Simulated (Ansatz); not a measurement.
# SrWO4 (I4_1/a): the HSE06 gap against the k mesh of the hybrid

Aim: see how gap, energy and time of SrWO4 (I4_1/a) follow the k mesh of the hybrid.

Method: DFT, HSE06, plane waves, PAW, in Ansatz 0.2.0.

**1. The structure**

The structure is tetragonal, space group I4_1/a (No. 88). Conventional cell: a = 5.440 Å, b = 5.440 Å, c = 11.940 Å, α = 90.00°, β = 90.00°, γ = 90.00°. Nearest to Sr lie 8 O at 2.58 to 2.62 Å. W has 4 O at 1.80 Å nearest. O has 1 W at 1.80 Å and 2 Sr at 2.58 to 2.62 Å nearest. Farther neighbours, and contacts between anions beyond the nearest, are not listed.

Coordinates:

```cif
data_structure
_symmetry_space_group_name_H-M 'P 1'
_symmetry_Int_Tables_number 1
_cell_length_a 7.1020
_cell_length_b 7.1020
_cell_length_c 7.1020
_cell_angle_alpha 134.960
_cell_angle_beta 134.960
_cell_angle_gamma 65.593
_cell_volume 176.69
loop_
_atom_site_label
_atom_site_type_symbol
_atom_site_fract_x
_atom_site_fract_y
_atom_site_fract_z
_atom_site_occupancy
Sr1 Sr 0.75000 0.25000 0.50000 1
Sr2 Sr 0.00000 0.00000 0.00000 1
W3 W 0.25000 0.75000 0.50000 1
W4 W 0.50000 0.50000 0.00000 1
O5 O 0.44084 0.81857 0.09340 1
O6 O 0.56857 0.97518 0.87773 1
O7 O 0.09744 0.69084 0.12227 1
O8 O 0.72518 0.34744 0.90660 1
O9 O 0.02482 0.90256 0.59340 1
O10 O 0.65256 0.55916 0.37773 1
O11 O 0.18143 0.27482 0.62227 1
O12 O 0.30916 0.43143 0.40660 1
```

The cell and positions are those that the Materials Project relaxed with its own functionals (PBE, PBE+U or r2SCAN), kept fixed. The default PAW set here is soft_2. Its files were made with PBE.

**2. k mesh of the hybrid: 2×2×2**

Input file input.yaml:

```yaml
crystal:
  lattice:
    - [-2.7201121709, 2.7201121709, 5.9699255756]
    - [2.7201121709, -2.7201121709, 5.9699255756]
    - [2.7201121709, 2.7201121709, -5.9699255756]
  atoms:
    - { symbol: Sr, position: [0.75, 0.25, 0.5] }
    - { symbol: Sr, position: [0.0, 0.0, 0.0] }
    - { symbol: W, position: [0.25, 0.75, 0.5] }
    - { symbol: W, position: [0.5, 0.5, 0.0] }
    - { symbol: O, position: [0.44084291, 0.81857378, 0.09339807] }
    - { symbol: O, position: [0.56857378, 0.97517571, 0.87773087] }
    - { symbol: O, position: [0.09744484, 0.69084291, 0.12226913] }
    - { symbol: O, position: [0.72517571, 0.34744484, 0.90660193] }
    - { symbol: O, position: [0.02482429, 0.90255516, 0.59339807] }
    - { symbol: O, position: [0.65255516, 0.55915709, 0.37773087] }
    - { symbol: O, position: [0.18142622, 0.27482429, 0.62226913] }
    - { symbol: O, position: [0.30915709, 0.43142622, 0.40660193] }
kpoints:
  mp_grid: { grid: [2, 2, 2] }
  band_path:
    path:
      - [0.0, 0.0, 0.0]
      - [0.0, 0.0, 0.5]
      - [0.25, 0.25, 0.25]
      - [0.0, 0.5, 0.0]
      - [0.5, 0.5, -0.5]
      - [0.30190101, 0.69809899, -0.30190101]
      - [-0.30190101, 0.30190101, 0.30190101]
      - [-0.10380202, 0.10380202, 0.5]
    npoints: 1
hamiltonian:
  xc: hse06
scf:
  occupations: { method: fixed }
  n_extra_bands: 8
output:
  eigenvalues: true
  write_density: true
  write_potential: true
  elf: true
  volumetric_format: npy
```

Run with:

```
$ ansatz run input.yaml --threads 3 --pin off --max-ram 92160MiB --backend cuda --events-out ev --progress --plain --runs-dir out --devices 1 --max-vram 13GiB
```

The program printed:

```text
scf.n_extra_bands = 8 over 48 filled bands (N_el = 96.0): the run solves 56 bands
exact exchange: scf.exx.singularity resolves to wigner_seitz, which cuts the screened interaction at the faces of the exchange supercell's Wigner-Seitz cell, so that each pair interacts once, at the shortest of its separations (the periodic images that this leaves out come, for a point-like exchange hole, to about 0.002 eV on a filled level). The cut falls within the interaction's reach, and what an exchange supercel [...]
GPUs: using 1 of 1 available (devices: 1).
Engine: ansatz 0.2.0, x86_64-unknown-linux-gnu
Pseudopotentials: kind: paw
Pseudopotential: Sr, paw, valence charge 10, recommended cutoff 420 eV (normal), Sr.paw.azcp
Pseudopotential: W, paw, valence charge 14, recommended cutoff 420 eV (normal), W.paw.azcp
Pseudopotential: O, paw, valence charge 6, recommended cutoff 420 eV (normal), O.paw.azcp
Functional definition: HSE06
  parameter a = 0.25
  parameter omega = 0.11/bohr
  exchange = pbe_x - a*pbe_x_sr(omega) + a*exact_x_sr(omega)
  correlation = pbe_c
davidson cushion auto → on  (no smearing: the cushion is to keep the highest requested band from converging to the state above it; pin scf.eigensolver.cushion to override)
concurrent solve slots: 2 of 3 are kept, ahead of what memory takes: no pass of the eigensolver takes more rounds on 2
device memory: the entry about to start is reckoned to put 2.9 GiB on a device that reports 32.3 GiB free (of which the cap on the GPU budget leaves the run 13.0 GiB)
GPU FFT provider: cuFFT
GPU libraries: cuBLAS 13.8.2, cuFFT 12.4.0, cuSOLVER 12.3.4
Crystal: 12 atoms, lattice volume = 176.686 Å³
Basis set: ecut = 420 eV, 3435 PW (Γ)
Bands: 56, of which v1, the nominal top of the filled ones, is band 48 counted from 1 (47 counted from 0)
Symmetry: 8 space group operations
Space group: I41/a (ITA 88), of the structure as read, at distance tolerance 5.6e-5 Å
k-points: 4 of 8
Non-local potential: Sr, projectors of the file, l = 0: 3, l = 1: 2, l = 2: 2
Non-local potential: W, projectors of the file, l = 0: 3, l = 1: 2, l = 2: 2, l = 3: 1
Non-local potential: O, projectors of the file, l = 0: 2, l = 1: 2, l = 2: 1
PAW form: soft (Blöchl's): semilocal exchange-correlation on the pseudo side does not see the compensation charge
PAW frozen core: Sr, regenerated for the run's functional, and the local potential with it (the file was generated under x = pbe(κ = 0.804, μ = 0.219515), c = pbe(β = 0.066725))
PAW frozen core: W, regenerated for the run's functional, and the local potential with it (the file was generated under x = pbe(κ = 0.804, μ = 0.219515), c = pbe(β = 0.066725))
PAW frozen core: O, regenerated for the run's functional, and the local potential with it (the file was generated under x = pbe(κ = 0.804, μ = 0.219515), c = pbe(β = 0.066725))
PAW one-centre angular grid: Sr, 110 points (default); XC on 64 Gauss nodes
PAW one-centre angular grid: W, 590 points (default); XC on 64 Gauss nodes
PAW one-centre angular grid: O, 110 points (default); XC on 96 Gauss nodes
Initial density: superposition of atomic densities (neutral atoms: chi_scale 0, normalization atom), corrected by the library's trained network
Initial wavefunctions: pseudopotential atomic-orbital guess
GPU buffer pool allocated for 110592 grid points (all kernels)
GPU transforms: local potential and band sums: pruned to the plane-wave sphere, on 48×48×48
Functional: x = pbe(κ = 0.804, μ = 0.219515), c = pbe(β = 0.066725), warm-up for x = pbe(κ = 0.804, μ = 0.219515) + 0.25 (exact − pbe) at short range (hse, ω = 0.207870 Å⁻¹), c = pbe(β = 0.066725); HSE06 as pw.x's `hse` composes it (authors' and Libxc's form: `xc: wpbeh`)
SCF iter   1: F=—  HF=-32410.036192 eV  |F-HF|=—  |Δ(HF+E_count)|=         —  Δρ=4.24e-3  dr2=4.76e-2  ethr=1.77e-3  ⟨swp⟩=9.0  Hψ=1106  notcnv=0
preconditioner: auto → none  [insulator: Δε(μ)=4.546 eV  Ē_g=12.601 eV  n_scr=36 (ndim 8)  ℏωp=24.4 eV  f_vac=0.051]
[...]
SCF iter   4: F=—  HF=-32414.665493 eV  |F-HF|=—  |Δ(HF+E_count)|=   3.77e-2  Δρ=1.59e-3  dr2=5.21e-3  ethr=2.63e-6  ⟨swp⟩=4.0  Hψ=765  notcnv=0
SCF iter   5: F=—  HF=-32414.664211 eV  |F-HF|=—  |Δ(HF+E_count)|=   1.28e-3  Δρ=3.66e-4  dr2=1.21e-4  ethr=2.63e-6  ⟨swp⟩=3.0  Hψ=589  notcnv=0
SCF iter   6: F=-32414.664744 eV  HF=-32414.664757 eV  |F-HF|=1.25e-5  |Δ(HF+E_count)|=   5.46e-4  Δρ=1.66e-4  dr2=2.49e-5  ethr=8.49e-8  ⟨swp⟩=4.0  Hψ=724  notcnv=0
SCF 2 stopped early in 6 iterations: F = -32414.664744 eV  dr2 = 2.49e-5
  greatest PAW one-centre occupation: 0.999 electrons in one spin orbital (limit 2), on the W atom at site 2 (counted from 0), in its partial waves of l = 0
hybrid outer 1: dexx = +4.573e-2 eV, tail = 1.21e-4 eV
GPU FFT provider: cuFFT
GPU libraries: cuBLAS 13.8.2, cuFFT 12.4.0, cuSOLVER 12.3.4
GPU buffer pool allocated for 110592 grid points (all kernels)
GPU transforms: local potential and band sums: pruned to the plane-wave sphere, on 48×48×48
Exchange kernel: α = 0.2500, screened, ω = 0.2079 Å⁻¹, Wigner–Seitz truncation, v(0) = 959.4868 eV·Å³, q-mesh 2×2×2, nearest image of the exchange supercell L = 10.88 Å, pair-density grid 32×32×32, without the augmentation charges, whose exchange is taken in its separable form by FFT convolution over the k-point mesh (sized by the pseudopotential files, 40×40×30 at the most), smooth part of the exact exchange by density-matrix convolution in up to 1.23 GiB of GPU memory as planned if the GPU has room (build and FFT work areas not counted)
Frozen-core exchange: fock
SCF iter   1: F=—  HF=-32414.664240 eV  |F-HF|=—  |Δ(HF+E_count)|=         —  Δρ=6.59e-5  dr2=4.45e-6  ethr=6.32e-7  ⟨swp⟩=2.2  Hψ=498  notcnv=0
preconditioner: auto → none  [insulator: Δε(μ)=5.967 eV  Ē_g=14.593 eV  n_scr=36 (ndim 8)  ℏωp=24.4 eV  f_vac=0.056]
SCF iter   2: F=—  HF=-32414.664240 eV  |F-HF|=—  |Δ(HF+E_count)|=   3.08e-7  Δρ=3.35e-5  dr2=7.54e-7  ethr=3.87e-9  ⟨swp⟩=4.0  Hψ=742  notcnv=0
SCF iter   3: F=—  HF=-32414.664241 eV  |F-HF|=—  |Δ(HF+E_count)|=   1.33e-6  Δρ=2.37e-5  dr2=5.38e-7  ethr=6.40e-10  ⟨swp⟩=4.5  Hψ=731  notcnv=0
iter 4 solved again at ethr=2.57e-11 eV; its pass at ethr=5.50e-10 eV (dr2=2.47e-8 eV) is discarded
SCF iter   4: F=-32414.664241 eV  HF=-32414.664241 eV  |F-HF|=2.16e-8  |Δ(HF+E_count)|=   1.80e-7  Δρ=2.72e-6  dr2=2.80e-8  ethr=2.57e-11  ⟨swp⟩=2.5  Hψ=1159  notcnv=0
SCF 3 converged in 4 iterations: F = -32414.664241 eV  dr2 = 2.80e-8
hybrid outer 2: dexx = +1.708e-6 eV, tail = 7.92e-8 eV, Δε = 3.16e-3 eV (about 1.07e-4 eV left of the loop's levels)
the search or the solves at the SCF's close seem to have found levels that the self-consistency loop had missed (the run counts 1). By its estimate they hold under 1e-12 electrons; where the run keeps them, the occupations were computed again with them
device memory: the entry about to start is reckoned to put 1.4 GiB on a device that reports 27.4 GiB free (of which the cap on the GPU budget leaves the run 13.0 GiB)
NSCF: frozen V_eff on 8 k-points
hybrid SCF converged: 2 outer / 10 inner (+3 warm-up), last move |dexx| = 1.71e-6 eV, tail = 7.92e-8 eV
Stability not checked: this state was not tested for a lower state beside it, because the functional holds exact exchange (a hybrid, or Hartree-Fock), whose exchange loop this test does not read (fock_operator; see scf.lower_state_search)
Free energy (F): -32414.664241 eV
Frozen-core exchange: fock
Harris-Foulkes:  -32414.664242 eV  (|F-HF|=2.16e-8)
Internal energy: -32414.664241 eV  (E = F + TS)
E sigma→0 (E₀):  -32414.664241 eV
Fermi energy:    5.434159 eV
--- Per-component energies (eV) ---
  E_band       = -956.833395
  E_kinetic    = 2788.015895
  E_local      = -6744.513528  (includes V_loc(G=0)·N_el)
  E_nonlocal   = 778.031265
  E_hartree    = 2287.672735
  E_xc         = -1172.426695
  E_vxc        = -1232.400216  (∫ρ·V_xc dr)
  E_exx        = -282.026187  (= α·E_x^exact, valence–valence)
  E_paw        = -23794.703781  (= ΣΔE_a)
  E_vpaw       = -557.266975  (= ΣTr[D̂ρ^β])
  E_aug_tail   = 0.019311  (compensation charges beyond the density's cutoff)
  E_ewald      = -6267.930270
  E_core_change = -6.802986  (= ΣΔE_core)
  E_smearing   = -0.000000  (= −TS)
  E_closure    = -0.000000  (closes the sum)
  Σ components = -32414.664241   (vs F -32414.664241, Δ=0.00e0)
--- Band table (eV) ---
  k-point 0: bands = [... 44 lower, 4.6857, 5.1207, 5.4342, 5.4342, 11.3998, 11.7540, 12.0173, 12.0745, ... 4 higher]
  k-point 1: bands = [... 44 lower, 4.9882, 4.9882, 5.0519, 5.0519, 11.6023, 11.6023, 12.0830, 12.0830, ... 4 higher]
  k-point 2: bands = [... 44 lower, 4.9049, 4.9564, 5.1832, 5.2470, 11.7297, 11.8325, 11.8758, 12.0468, ... 4 higher]
  k-point 3: bands = [... 44 lower, 5.0902, 5.0902, 5.3467, 5.3467, 11.5108, 11.5108, 11.7875, 11.7875, ... 4 higher]
```

Elapsed: 46 s, on 1 × NVIDIA H100 80GB HBM3 (shared by 6 runs) with 3 threads of AMD EPYC 7R13 (Zen 3), shared host; peak memory 1.2 GiB.

The column dr2 measures how far the density is from self-consistency, as an energy; F and HF (Harris–Foulkes) agree once it is small.

Numbers from this step:

```
gap                     : 5.966 eV
valence top at          : Γ
conduction bottom at    : Γ
least direct gap        : 5.966 eV
exact-exchange fraction : 0.25
```

The gap is direct, at Γ.

**3. k mesh of the hybrid: 4×4×4**

Changes to input.yaml since step 2:

```diff
@@ -19,3 +19,3 @@
 kpoints:
-  mp_grid: { grid: [2, 2, 2] }
+  mp_grid: { grid: [4, 4, 4] }
   band_path:
@@ -38,5 +38 @@
   eigenvalues: true
-  write_density: true
-  write_potential: true
-  elf: true
-  volumetric_format: npy
```

The program printed:

```text
[...]
GPUs: using 1 of 1 available (devices: 1).
[...]
GPU FFT provider: cuFFT
GPU libraries: cuBLAS 13.8.2, cuFFT 12.4.0, cuSOLVER 12.3.4
Crystal: 12 atoms, lattice volume = 176.686 Å³
Basis set: ecut = 420 eV, 3435 PW (Γ)
Bands: 56, of which v1, the nominal top of the filled ones, is band 48 counted from 1 (47 counted from 0)
[... 1 set-up line as in the run before ...]
[...]
k-points: 14 of 64
[...]
Fermi energy:    5.435288 eV
[...]
--- Band table (eV; the first three rows and the last of 14) ---
  k-point 0: bands = [... 44 lower, 4.6858, 5.1207, 5.4353, 5.4353, 11.3991, 11.7537, 12.0170, 12.0735, ... 4 higher]
  k-point 1: bands = [... 44 lower, 4.9871, 5.0037, 5.0298, 5.3017, 11.5638, 11.8596, 11.8874, 12.1697, ... 4 higher]
  k-point 2: bands = [... 44 lower, 4.9884, 4.9884, 5.0520, 5.0520, 11.6021, 11.6021, 12.0838, 12.0838, ... 4 higher]
  k-point 13: bands = [... 44 lower, 5.0902, 5.0902, 5.3480, 5.3480, 11.5101, 11.5101, 11.7866, 11.7866, ... 4 higher]
[key lines of the parts left out:]
Free energy (F): -32414.664300 eV
```

Run time: 59 s. Hardware: 1 × NVIDIA H100 80GB HBM3 (shared by 6 runs) with 3 threads; peak memory 1.9 GiB.

This step gave:

```
gap                  : 5.964 eV
valence top at       : Γ
conduction bottom at : Γ
least direct gap     : 5.964 eV
```

The gap is 5.964 eV, −0.002 eV from the run before at this level.

**4. k mesh of the hybrid: 6×6×6**

Changes to input.yaml since step 3:

```diff
@@ -19,3 +19,3 @@
 kpoints:
-  mp_grid: { grid: [4, 4, 4] }
+  mp_grid: { grid: [6, 6, 6] }
   band_path:
@@ -38 +38,5 @@
   eigenvalues: true
+  write_density: true
+  write_potential: true
+  elf: true
+  volumetric_format: npy
```

The program printed:

```text
[...]
GPUs: using 1 of 1 available (devices: 1).
[...]
GPU FFT provider: cuFFT
GPU libraries: cuBLAS 13.8.2, cuFFT 12.4.0, cuSOLVER 12.3.4
Crystal: 12 atoms, lattice volume = 176.686 Å³
Basis set: ecut = 420 eV, 3435 PW (Γ)
Bands: 56, of which v1, the nominal top of the filled ones, is band 48 counted from 1 (47 counted from 0)
[... 1 set-up line as in the run before ...]
[...]
k-points: 36 of 216
[...]
Fermi energy:    5.435281 eV
[...]
--- Band table (eV; the first three rows and the last of 36) ---
  k-point 0: bands = [... 44 lower, 4.6858, 5.1207, 5.4353, 5.4353, 11.3991, 11.7537, 12.0170, 12.0735, ... 4 higher]
  k-point 1: bands = [... 44 lower, 4.8506, 5.0783, 5.2140, 5.3699, 11.5010, 11.8152, 11.9538, 12.1453, ... 4 higher]
  k-point 2: bands = [... 44 lower, 4.7883, 4.9726, 5.0950, 5.2171, 11.5916, 11.7489, 11.9658, 12.1520, ... 4 higher]
  k-point 35: bands = [... 44 lower, 5.0902, 5.0902, 5.3480, 5.3480, 11.5101, 11.5101, 11.7866, 11.7866, ... 4 higher]
[key lines of the parts left out:]
Free energy (F): -32414.664064 eV
```

The job ended after 2.8 min (1 × NVIDIA H100 80GB HBM3 (shared by 6 runs) with 3 threads; peak memory 3.3 GiB; 4.8 min of CPU time).

Numbers from this step:

```
gap                  : 5.964 eV
valence top at       : Γ
conduction bottom at : Γ
least direct gap     : 5.964 eV
```

The gap is 5.964 eV, as in the run before at this level.

**5. The series**

Differences are against the last row; a negative gap means that bands overlap, and a run with a band path holds that path's time. Times are wall times on 1 × NVIDIA H100 80GB HBM3 (shared by 6 runs) with 3 threads of AMD EPYC 7R13 (Zen 3), shared host, good to a factor of about two.

| k mesh of the hybrid | gap (eV) | direct gap (eV) | gap error (eV) | energy error (meV/atom) | irreducible k | time |
| --- | --- | --- | --- | --- | --- | --- |
| 2×2×2 | 5.966 | 5.966 | +0.002 | +0.0 | 4 | 46 s |
| 4×4×4 | 5.964 | 5.964 | +0.000 | +0.0 | 14 | 59 s |
| 6×6×6 | 5.964 | 5.964 | +0.000 | +0.0 | 36 | 2.8 min |

**6. Summary of results**

| Property | Result |
| --- | --- |
| 2×2×2 | 5.966 eV |
| 4×4×4 | 5.964 eV |
| 6×6×6 | 5.964 eV |

**Reading.** The gap holds to 0.02 eV from 2×2×2 on, the cheapest setting tried. At 2×2×2 the gap is off by +0.002 eV and the energy by +0 meV/atom. The gap is read over the mesh and added points near the edges, so meshes differ mainly through the density and, for a hybrid, the exchange operator.

[Long decimals in the printed logs are rounded to 6 places.]

[Logs are printed without paths, hosts, clocks, repeated set-up lines and the standing remarks that a program may print on its own settings, such as how far it seeks lower states.]

[Paths, hosts, dates, memory and timing lines, banners, echoed tables and standing remarks are left out of the program output; an Ansatz launch command may be rebuilt from the run's recorded settings. Measured values are a selection of at most five: reports struck by readers or far from the other reports are left out. None is set beside runs whose start may be inverted or whose files or cutoffs have a known fault.]

[Runs of the session that timed out or met a known fault of the program may be left out.]

[Cells called generated may have been cut or substituted from an entry of the Crystallography Open Database or the Materials Project.]

[Hosts, paths, dates, database ids (printed as entryN), source tags and the programs' standing remarks are cut or masked in the printed files.]

[Where the starting crystal was built by hand or by swapping elements, it need not be the compound's stable phase.]
